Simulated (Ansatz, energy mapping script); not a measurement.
# MnS: J from the energies of magnetic orders, part 2 of 3

How strongly do the moments of MnS couple under PBE+U with a computed U? The plan is to run several orders and fit a Heisenberg model.

PBE with U on Mn d by linear response, ortho-atomic projectors; plane waves, U on orthogonalised atomic orbitals unless named otherwise, collinear spin, no spin–orbit coupling.

So far. Step 4 (Parallel start in cell A (4 atoms)): The run ends ferromagnetic. Step 5 (Order 2: compensated +−, cell A of 4 atoms): The run ends antiferromagnetic, 51.46 meV a magnetic atom below the parallel order of its cell.

The database entry behind the starting cell differs from later determinations by our own check (an axis about 0.2 % short against later determinations), so it need not match the best structure at ambient conditions.

**6. Run 3 (parallel; cell B, 4 atoms)**

Level of this step: PBE with U = 4.44 eV on Mn d, ortho-atomic projectors (Ansatz).

The parallel order again, as the reference for this cell.

This run holds the same structure in another cell (c 6.380 → 5.209 Å, α 73.2 → 90.0°, β 73.2 → 90.0°, γ 60.0 → 90.0°).

Contents of input.yaml:

```yaml
crystal:
  lattice:
    - [0.0, -2.6045, -2.6045]
    - [0.0, 2.6045, -2.6045]
    - [5.209, 0.0, 0.0]
  atoms:
    - { symbol: Mn, position: [0.5, 0.5, 0.5], spin: 4.5 }
    - { symbol: Mn, position: [0.0, 0.0, 0.0], spin: 4.5 }
    - { symbol: S, position: [0.5, 0.5, 0.0] }
    - { symbol: S, position: [0.0, 0.0, 0.5] }
magnetization:
  spin_polarized: true
kpoints:
  mp_grid: { grid: [7, 7, 5] }
hamiltonian:
  xc: pbe
  hubbard:
    sites:
      - { species: Mn, l: d, u_eff: 4.44 }
      - { site: 0, l: d, u_eff: 4.44, starting_ns: [{ spin: up, occupation_matrix: mn1_major }, { spin: down, occupation_matrix: mn1_minor }] }
      - { site: 1, l: d, u_eff: 4.44, starting_ns: [{ spin: up, occupation_matrix: mn1_major }, { spin: down, occupation_matrix: mn1_minor }] }
    projectors: ortho-atomic
    occupation_matrices:
      mn1_major:
        matrix:
          - [0.993, 0.0, 0.0, 0.0, 0.0]
          - [0.0, 0.998, 0.0, 0.0, 0.0]
          - [0.0, 0.0, 0.998, 0.0, 0.0]
          - [0.0, 0.0, 0.0, 0.993, 0.0]
          - [0.0, 0.0, 0.0, 0.0, 0.998]
      mn1_minor:
        matrix:
          - [0.105, 0.0, 0.0, 0.0, 0.0]
          - [0.0, 0.024, 0.0, 0.0, 0.0]
          - [0.0, 0.0, 0.024, 0.0, 0.0]
          - [0.0, 0.0, 0.0, 0.105, 0.0]
          - [0.0, 0.0, 0.0, 0.0, 0.024]
scf:
  occupations: { method: fermi_dirac, width: 0.05 }
output:
  eigenvalues: true
```

Launch:

```
$ ansatz run input.yaml --threads 4 --pin off --max-ram 8192MiB --backend cpu --events-out ev --progress --plain --runs-dir out
```

Numbers of over 12 decimals in the logs are rounded to 6 here.

Log:

```text
[...]
Crystal: 4 atoms, lattice volume = 70.670 Å³
Basis set: ecut = 420 eV, 1393 PW (Γ)
Bands: 31, of which v1, the nominal top of the filled ones, is band 21 counted from 1 (20 counted from 0)
Symmetry: 32 space group operations
[...]
k-points: 30 of 245
[...]
Starting moments: Σ|m| = 9 μB on 2 of 4 sites
[...]
k-point 0 ↑: bands = [... 17 lower, 4.6633, 4.9161, 4.9161, 5.7571, 7.0463, 7.0463, 8.7200, 8.7200, ... 6 higher]
  k-point 1 ↑: bands = [... 17 lower, 4.6413, 4.7955, 4.7955, 6.5429, 7.2872, 7.2872, 8.3427, 8.6246, ... 6 higher]
  k-point 2 ↑: bands = [... 17 lower, 4.5784, 4.5784, 4.5840, 7.3755, 7.8091, 7.8091, 7.8574, 8.3133, ... 6 higher]
  k-point 29 ↓: bands = [... 17 lower, 12.7713, 12.7834, 13.0304, 13.3247, 13.3974, 13.4728, 13.6052, 13.8074, ... 6 higher]
Occupation matrices written to <dir>
[key lines of the parts left out:]
SCF converged after 12 iterations
Magnetization: 10.0000 μB (26.0000 up, 16.0000 down)
Free energy (F): -9601.998635 eV
Fermi energy:    10.670645 eV
```

Elapsed: 2.7 s, on 4 threads of Arm Neoverse V1, shared host; peak memory 0.42 GiB; 10 s of CPU time.

The run ends ferromagnetic. For each magnetic atom its energy differs from the parallel run of the first cell by 0.23 meV, an error that one common reference would have brought in.

**7. Order 4: compensated +−, cell B of 4 atoms**

This order reverses 8 of the 12 neighbours at 3.68 Å, 0 of the 6 neighbours at 5.21 Å and 16 of the 24 neighbours at 6.38 Å, counted for an average magnetic atom.

Edit input.yaml of step 6 so:

```diff
@@ -7,3 +7,3 @@
     - { symbol: Mn, position: [0.5, 0.5, 0.5], spin: 4.5 }
-    - { symbol: Mn, position: [0.0, 0.0, 0.0], spin: 4.5 }
+    - { symbol: Mn, position: [0.0, 0.0, 0.0], spin: -4.5 }
     - { symbol: S, position: [0.5, 0.5, 0.0] }
@@ -20,3 +20,3 @@
       - { site: 0, l: d, u_eff: 4.44, starting_ns: [{ spin: up, occupation_matrix: mn1_major }, { spin: down, occupation_matrix: mn1_minor }] }
-      - { site: 1, l: d, u_eff: 4.44, starting_ns: [{ spin: up, occupation_matrix: mn1_major }, { spin: down, occupation_matrix: mn1_minor }] }
+      - { site: 1, l: d, u_eff: 4.44, starting_ns: [{ spin: up, occupation_matrix: mn1_minor }, { spin: down, occupation_matrix: mn1_major }] }
     projectors: ortho-atomic
```

Log:

```text
[...]
Crystal: 4 atoms, lattice volume = 70.670 Å³
Basis set: ecut = 420 eV, 1393 PW (Γ)
Bands: 31, of which v1, the nominal top of the filled ones, is band 21 counted from 1 (20 counted from 0)
Symmetry: 16 space group operations
[...]
k-points: 30 of 245
[...]
Starting moments: Σ|m| = 9 μB on 2 of 4 sites
[...]
k-point 1 ↑: bands = [... 17 lower, 7.3333, 8.2952, 8.6594, 8.6594, 11.8098, 12.0078, 12.4439, 13.0484, ... 6 higher]
  k-point 2 ↑: bands = [... 17 lower, 7.6634, 7.7533, 8.3390, 8.3390, 11.8154, 12.4420, 12.9783, 13.5032, ... 6 higher]
  k-point 29 ↓: bands = [... 17 lower, 6.2614, 6.6521, 6.8533, 7.7746, 12.7772, 12.9826, 13.0731, 13.3207, ... 6 higher]
Occupation matrices written to <dir>
[key lines of the parts left out:]
SCF converged after 12 iterations
Magnetization: -0.0000 μB (21.0000 up, 21.0000 down)
Free energy (F): -9602.036823 eV
Fermi energy:    10.668879 eV
```

Wall time 2.6 s (4 threads); peak memory 0.43 GiB.

The run ends antiferromagnetic, 19.09 meV a magnetic atom below the parallel order of its cell.

**8. Parallel start in cell C (6 atoms)**

The parallel order again, as the reference for this cell.

Contents of input.yaml:

```yaml
crystal:
  lattice:
    - [0.0, 2.6045, 2.6045]
    - [-2.6045, 0.0, -2.6045]
    - [-5.209, -5.209, 5.209]
  atoms:
    - { symbol: Mn, position: [0.0, 0.0, 0.0], spin: 4.5 }
    - { symbol: Mn, position: [0.333333333, 0.666666667, 0.666666667], spin: 4.5 }
    - { symbol: Mn, position: [0.666666667, 0.333333333, 0.333333333], spin: 4.5 }
    - { symbol: S, position: [0.666666667, 0.333333333, 0.833333333] }
    - { symbol: S, position: [0.0, 0.0, 0.5] }
    - { symbol: S, position: [0.333333333, 0.666666667, 0.166666667] }
magnetization:
  spin_polarized: true
kpoints:
  mp_grid: { grid: [8, 8, 3] }
hamiltonian:
  xc: pbe
  hubbard:
    sites:
      - { species: Mn, l: d, u_eff: 4.44 }
      - { site: 0, l: d, u_eff: 4.44, starting_ns: [{ spin: up, occupation_matrix: mn1_major }, { spin: down, occupation_matrix: mn1_minor }] }
      - { site: 1, l: d, u_eff: 4.44, starting_ns: [{ spin: up, occupation_matrix: mn1_major }, { spin: down, occupation_matrix: mn1_minor }] }
      - { site: 2, l: d, u_eff: 4.44, starting_ns: [{ spin: up, occupation_matrix: mn1_major }, { spin: down, occupation_matrix: mn1_minor }] }
    projectors: ortho-atomic
    occupation_matrices:
      mn1_major:
        matrix:
          - [0.993, 0.0, 0.0, 0.0, 0.0]
          - [0.0, 0.998, 0.0, 0.0, 0.0]
          - [0.0, 0.0, 0.998, 0.0, 0.0]
          - [0.0, 0.0, 0.0, 0.993, 0.0]
          - [0.0, 0.0, 0.0, 0.0, 0.998]
      mn1_minor:
        matrix:
          - [0.105, 0.0, 0.0, 0.0, 0.0]
          - [0.0, 0.024, 0.0, 0.0, 0.0]
          - [0.0, 0.0, 0.024, 0.0, 0.0]
          - [0.0, 0.0, 0.0, 0.105, 0.0]
          - [0.0, 0.0, 0.0, 0.0, 0.024]
scf:
  occupations: { method: fermi_dirac, width: 0.05 }
output:
  eigenvalues: true
```

Log:

```text
[...]
Crystal: 6 atoms, lattice volume = 106.005 Å³
Basis set: ecut = 420 eV, 2071 PW (Γ)
Bands: 46, of which v1, the nominal top of the filled ones, is band 32 counted from 1 (31 counted from 0)
Symmetry: 36 space group operations
[...]
k-points: 25 of 192
[...]
Starting moments: Σ|m| = 13.5 μB on 3 of 6 sites
[...]
k-point 0 ↑: bands = [... 28 lower, 4.6778, 4.6778, 6.0721, 6.0721, 8.7199, 8.7199, 8.7199, 9.7926, ... 10 higher]
  k-point 1 ↑: bands = [... 28 lower, 4.7836, 4.7836, 5.8609, 6.7585, 7.9379, 8.8934, 8.8934, 9.3156, ... 10 higher]
  k-point 2 ↑: bands = [... 28 lower, 4.7498, 4.7716, 6.1533, 6.2007, 7.9488, 8.5692, 8.7714, 8.9396, ... 10 higher]
  k-point 24 ↓: bands = [... 28 lower, 13.1097, 13.1992, 13.2552, 13.3609, 13.5313, 13.6110, 13.7274, 13.7912, ... 10 higher]
Occupation matrices written to <dir>
[key lines of the parts left out:]
SCF converged after 12 iterations
Magnetization: 15.0000 μB (39.0000 up, 24.0000 down)
Free energy (F): -14402.998607 eV
Fermi energy:    10.641604 eV
```

Wall time 4.7 s (4 threads); peak memory 0.54 GiB.

The run ends ferromagnetic. For each magnetic atom its energy differs from the parallel run of the first cell by 0.01 meV, an error that one common reference would have brought in.

**9. Run 6 (uncompensated ++−; cell C, 6 atoms)**

This order reverses 4 of the 12 neighbours at 3.68 Å, 4 of the 6 neighbours at 5.21 Å and 12 of the 24 neighbours at 6.38 Å, counted for an average magnetic atom.

Edit input.yaml of step 8 so:

```diff
@@ -8,3 +8,3 @@
     - { symbol: Mn, position: [0.333333333, 0.666666667, 0.666666667], spin: 4.5 }
-    - { symbol: Mn, position: [0.666666667, 0.333333333, 0.333333333], spin: 4.5 }
+    - { symbol: Mn, position: [0.666666667, 0.333333333, 0.333333333], spin: -4.5 }
     - { symbol: S, position: [0.666666667, 0.333333333, 0.833333333] }
@@ -23,3 +23,3 @@
       - { site: 1, l: d, u_eff: 4.44, starting_ns: [{ spin: up, occupation_matrix: mn1_major }, { spin: down, occupation_matrix: mn1_minor }] }
-      - { site: 2, l: d, u_eff: 4.44, starting_ns: [{ spin: up, occupation_matrix: mn1_major }, { spin: down, occupation_matrix: mn1_minor }] }
+      - { site: 2, l: d, u_eff: 4.44, starting_ns: [{ spin: up, occupation_matrix: mn1_minor }, { spin: down, occupation_matrix: mn1_major }] }
     projectors: ortho-atomic
```

Log:

```text
[...]
Crystal: 6 atoms, lattice volume = 106.005 Å³
Basis set: ecut = 420 eV, 2071 PW (Γ)
Bands: 46, of which v1, the nominal top of the filled ones, is band 32 counted from 1 (31 counted from 0)
Symmetry: 12 space group operations
[...]
k-points: 25 of 192
[...]
Starting moments: Σ|m| = 13.5 μB on 3 of 6 sites
[...]
k-point 1 ↑: bands = [... 28 lower, 8.1798, 8.1798, 9.0402, 9.0402, 9.6741, 9.6741, 12.8541, 12.9650, ... 10 higher]
  k-point 2 ↑: bands = [... 28 lower, 7.9978, 8.1434, 8.7814, 8.8319, 9.1525, 9.5825, 12.7763, 12.9218, ... 10 higher]
  k-point 24 ↓: bands = [... 28 lower, 8.4046, 12.4432, 12.8367, 13.1880, 13.2111, 13.2258, 13.3941, 13.5193, ... 10 higher]
Occupation matrices written to <dir>
[key lines of the parts left out:]
SCF converged after 12 iterations
Magnetization: 5.0000 μB (34.0000 up, 29.0000 down)
Free energy (F): -14403.118705 eV
Fermi energy:    10.649356 eV
```

Elapsed: 4.7 s, on 4 threads; peak memory 0.56 GiB; 18 s of CPU time.

The run ends ferrimagnetic, 40.03 meV a magnetic atom below the parallel order of its cell.

**10. Parallel start in cell D (6 atoms)**

A new cell needs its own zero of energy.

This run holds the same structure in another cell (b 3.683 → 5.209 Å, c 9.022 → 6.380 Å, α 90.0 → 114.1°, β 90.0 → 106.8°, γ 120.0 → 90.0°).

Contents of input.yaml:

```yaml
crystal:
  lattice:
    - [0.0, -2.6045, -2.6045]
    - [-5.209, 0.0, 0.0]
    - [2.6045, 5.209, -2.6045]
  atoms:
    - { symbol: Mn, position: [0.666666667, 0.666666667, 0.333333333], spin: 4.5 }
    - { symbol: Mn, position: [0.333333333, 0.333333333, 0.666666667], spin: 4.5 }
    - { symbol: Mn, position: [0.0, 0.0, 0.0], spin: 4.5 }
    - { symbol: S, position: [0.666666667, 0.166666667, 0.333333333] }
    - { symbol: S, position: [0.333333333, 0.833333333, 0.666666667] }
    - { symbol: S, position: [0.0, 0.5, 0.0] }
magnetization:
  spin_polarized: true
kpoints:
  mp_grid: { grid: [7, 7, 7] }
hamiltonian:
  xc: pbe
  hubbard:
    sites:
      - { species: Mn, l: d, u_eff: 4.44 }
      - { site: 0, l: d, u_eff: 4.44, starting_ns: [{ spin: up, occupation_matrix: mn1_major }, { spin: down, occupation_matrix: mn1_minor }] }
      - { site: 1, l: d, u_eff: 4.44, starting_ns: [{ spin: up, occupation_matrix: mn1_major }, { spin: down, occupation_matrix: mn1_minor }] }
      - { site: 2, l: d, u_eff: 4.44, starting_ns: [{ spin: up, occupation_matrix: mn1_major }, { spin: down, occupation_matrix: mn1_minor }] }
    projectors: ortho-atomic
    occupation_matrices:
      mn1_major:
        matrix:
          - [0.993, 0.0, 0.0, 0.0, 0.0]
          - [0.0, 0.998, 0.0, 0.0, 0.0]
          - [0.0, 0.0, 0.998, 0.0, 0.0]
          - [0.0, 0.0, 0.0, 0.993, 0.0]
          - [0.0, 0.0, 0.0, 0.0, 0.998]
      mn1_minor:
        matrix:
          - [0.105, 0.0, 0.0, 0.0, 0.0]
          - [0.0, 0.024, 0.0, 0.0, 0.0]
          - [0.0, 0.0, 0.024, 0.0, 0.0]
          - [0.0, 0.0, 0.0, 0.105, 0.0]
          - [0.0, 0.0, 0.0, 0.0, 0.024]
scf:
  occupations: { method: fermi_dirac, width: 0.05 }
output:
  eigenvalues: true
```

Log:

```text
[...]
Crystal: 6 atoms, lattice volume = 106.005 Å³
Basis set: ecut = 420 eV, 2085 PW (Γ)
Bands: 46, of which v1, the nominal top of the filled ones, is band 32 counted from 1 (31 counted from 0)
Symmetry: 24 space group operations
[...]
k-points: 64 of 343
[...]
Starting moments: Σ|m| = 13.5 μB on 3 of 6 sites
[...]
k-point 0 ↑: bands = [... 28 lower, 5.0035, 5.0035, 6.3819, 6.3819, 6.4314, 6.4314, 8.7198, 8.7199, ... 10 higher]
  k-point 1 ↑: bands = [... 28 lower, 4.9359, 5.1815, 5.8566, 6.4324, 6.5079, 6.9261, 8.1897, 8.3471, ... 10 higher]
  k-point 2 ↑: bands = [... 28 lower, 4.8932, 5.3795, 5.5035, 6.5086, 6.7069, 7.4537, 7.5290, 7.6503, ... 10 higher]
  k-point 63 ↓: bands = [... 28 lower, 13.3174, 13.4599, 13.4599, 13.4701, 13.4702, 13.6805, 13.6805, 13.7926, ... 10 higher]
Occupation matrices written to <dir>
[key lines of the parts left out:]
SCF converged after 12 iterations
Magnetization: 15.0000 μB (39.0000 up, 24.0000 down)
Free energy (F): -14402.998635 eV
Fermi energy:    10.705894 eV
```

It took 12 s on 4 threads; peak memory 0.78 GiB; 45 s of CPU time.

The run ends ferromagnetic. For each magnetic atom its energy differs from the parallel run of the first cell by 0.00 meV, an error that one common reference would have brought in.

**11. Order 8: uncompensated ++−, cell D of 6 atoms**

This order reverses 6.67 of the 12 neighbours at 3.68 Å, 2.67 of the 6 neighbours at 5.21 Å and 8 of the 24 neighbours at 6.38 Å, counted for an average magnetic atom.

Edit input.yaml of step 10 so:

```diff
@@ -8,3 +8,3 @@
     - { symbol: Mn, position: [0.333333333, 0.333333333, 0.666666667], spin: 4.5 }
-    - { symbol: Mn, position: [0.0, 0.0, 0.0], spin: 4.5 }
+    - { symbol: Mn, position: [0.0, 0.0, 0.0], spin: -4.5 }
     - { symbol: S, position: [0.666666667, 0.166666667, 0.333333333] }
@@ -23,3 +23,3 @@
       - { site: 1, l: d, u_eff: 4.44, starting_ns: [{ spin: up, occupation_matrix: mn1_major }, { spin: down, occupation_matrix: mn1_minor }] }
-      - { site: 2, l: d, u_eff: 4.44, starting_ns: [{ spin: up, occupation_matrix: mn1_major }, { spin: down, occupation_matrix: mn1_minor }] }
+      - { site: 2, l: d, u_eff: 4.44, starting_ns: [{ spin: up, occupation_matrix: mn1_minor }, { spin: down, occupation_matrix: mn1_major }] }
     projectors: ortho-atomic
```

Log:

```text
[...]
Crystal: 6 atoms, lattice volume = 106.005 Å³
Basis set: ecut = 420 eV, 2085 PW (Γ)
Bands: 46, of which v1, the nominal top of the filled ones, is band 32 counted from 1 (31 counted from 0)
Symmetry: 8 space group operations
[...]
k-points: 64 of 343
[...]
Starting moments: Σ|m| = 13.5 μB on 3 of 6 sites
[...]
k-point 1 ↑: bands = [... 28 lower, 6.7804, 7.5716, 8.3720, 8.7026, 8.8293, 9.1370, 12.3380, 12.7527, ... 10 higher]
  k-point 2 ↑: bands = [... 28 lower, 7.2434, 7.3053, 7.6253, 8.5296, 8.6923, 9.5636, 12.1335, 12.6545, ... 10 higher]
  k-point 63 ↓: bands = [... 28 lower, 9.1418, 12.8457, 12.8861, 13.1765, 13.3613, 13.4051, 13.4641, 13.5479, ... 10 higher]
Occupation matrices written to <dir>
[key lines of the parts left out:]
SCF converged after 12 iterations
Magnetization: 5.0000 μB (34.0000 up, 29.0000 down)
Free energy (F): -14403.106569 eV
Fermi energy:    10.770771 eV
```

Elapsed: 12 s, on 4 threads; peak memory 0.81 GiB; 45 s of CPU time.

The run ends ferrimagnetic, 35.98 meV a magnetic atom below the parallel order of its cell.

**12. Run 9 (parallel; cell E, 6 atoms)**

A new cell needs its own zero of energy.

This run holds the same structure in another cell (b 5.209 → 3.683 Å, c 6.380 → 8.236 Å, α 114.1 → 102.9°, β 106.8 → 102.9°).

Contents of input.yaml:

```yaml
crystal:
  lattice:
    - [0.0, 2.6045, 2.6045]
    - [0.0, 2.6045, -2.6045]
    - [-7.8135, -2.6045, 0.0]
  atoms:
    - { symbol: Mn, position: [0.0, 0.0, 0.0], spin: 4.5 }
    - { symbol: Mn, position: [0.333333333, 0.333333333, 0.666666667], spin: 4.5 }
    - { symbol: Mn, position: [0.666666667, 0.666666667, 0.333333333], spin: 4.5 }
    - { symbol: S, position: [0.833333333, 0.833333333, 0.666666667] }
    - { symbol: S, position: [0.166666667, 0.166666667, 0.333333333] }
    - { symbol: S, position: [0.5, 0.5, 0.0] }
magnetization:
  spin_polarized: true
kpoints:
  mp_grid: { grid: [7, 7, 7] }
hamiltonian:
  xc: pbe
  hubbard:
    sites:
      - { species: Mn, l: d, u_eff: 4.44 }
      - { site: 0, l: d, u_eff: 4.44, starting_ns: [{ spin: up, occupation_matrix: mn1_major }, { spin: down, occupation_matrix: mn1_minor }] }
      - { site: 1, l: d, u_eff: 4.44, starting_ns: [{ spin: up, occupation_matrix: mn1_major }, { spin: down, occupation_matrix: mn1_minor }] }
      - { site: 2, l: d, u_eff: 4.44, starting_ns: [{ spin: up, occupation_matrix: mn1_major }, { spin: down, occupation_matrix: mn1_minor }] }
    projectors: ortho-atomic
    occupation_matrices:
      mn1_major:
        matrix:
          - [0.993, 0.0, 0.0, 0.0, 0.0]
          - [0.0, 0.998, 0.0, 0.0, 0.0]
          - [0.0, 0.0, 0.998, 0.0, 0.0]
          - [0.0, 0.0, 0.0, 0.993, 0.0]
          - [0.0, 0.0, 0.0, 0.0, 0.998]
      mn1_minor:
        matrix:
          - [0.105, 0.0, 0.0, 0.0, 0.0]
          - [0.0, 0.024, 0.0, 0.0, 0.0]
          - [0.0, 0.0, 0.024, 0.0, 0.0]
          - [0.0, 0.0, 0.0, 0.105, 0.0]
          - [0.0, 0.0, 0.0, 0.0, 0.024]
scf:
  occupations: { method: fermi_dirac, width: 0.05 }
output:
  eigenvalues: true
```

Log:

```text
[...]
Crystal: 6 atoms, lattice volume = 106.005 Å³
Basis set: ecut = 420 eV, 2087 PW (Γ)
Bands: 46, of which v1, the nominal top of the filled ones, is band 32 counted from 1 (31 counted from 0)
Symmetry: 48 space group operations
[...]
k-points: 40 of 343
[...]
Starting moments: Σ|m| = 13.5 μB on 3 of 6 sites
[...]
k-point 0 ↑: bands = [... 28 lower, 4.6490, 4.6490, 7.1478, 7.1478, 7.6243, 7.6243, 7.6243, 7.6243, ... 10 higher]
  k-point 1 ↑: bands = [... 28 lower, 4.7549, 4.7549, 6.7334, 7.3752, 7.3752, 7.4589, 7.8880, 7.8880, ... 10 higher]
  k-point 2 ↑: bands = [... 28 lower, 4.8499, 4.8499, 6.2470, 7.1751, 7.1751, 7.6932, 8.1379, 8.1379, ... 10 higher]
  k-point 39 ↓: bands = [... 28 lower, 12.8123, 12.9835, 12.9835, 13.3393, 13.3393, 13.6042, 13.6042, 13.6783, ... 10 higher]
Occupation matrices written to <dir>
[key lines of the parts left out:]
SCF converged after 12 iterations
Magnetization: 15.0000 μB (39.0000 up, 24.0000 down)
Free energy (F): -14402.998002 eV
Fermi energy:    10.682589 eV
```

Wall time 7.2 s (4 threads); peak memory 0.63 GiB; 27 s of CPU time.

The run ends ferromagnetic. For each magnetic atom its energy differs from the parallel run of the first cell by 0.22 meV, an error that one common reference would have brought in.

[end of part 2 of 3]

[Logs and program files are shortened in this print: banners, set-up blocks, solver, clock and traceback lines can be left out without a mark of their own.]

[Logs are printed without paths, hosts, clocks, repeated set-up lines and the standing remarks that a program may print on its own settings, such as how far it seeks lower states.]

[Hosts, paths, dates, database ids (printed as entryN), source tags and the programs' standing remarks are cut or masked in the printed files.]

[Where a cell is said to come from a database of computed structures, the database is the Materials Project.]
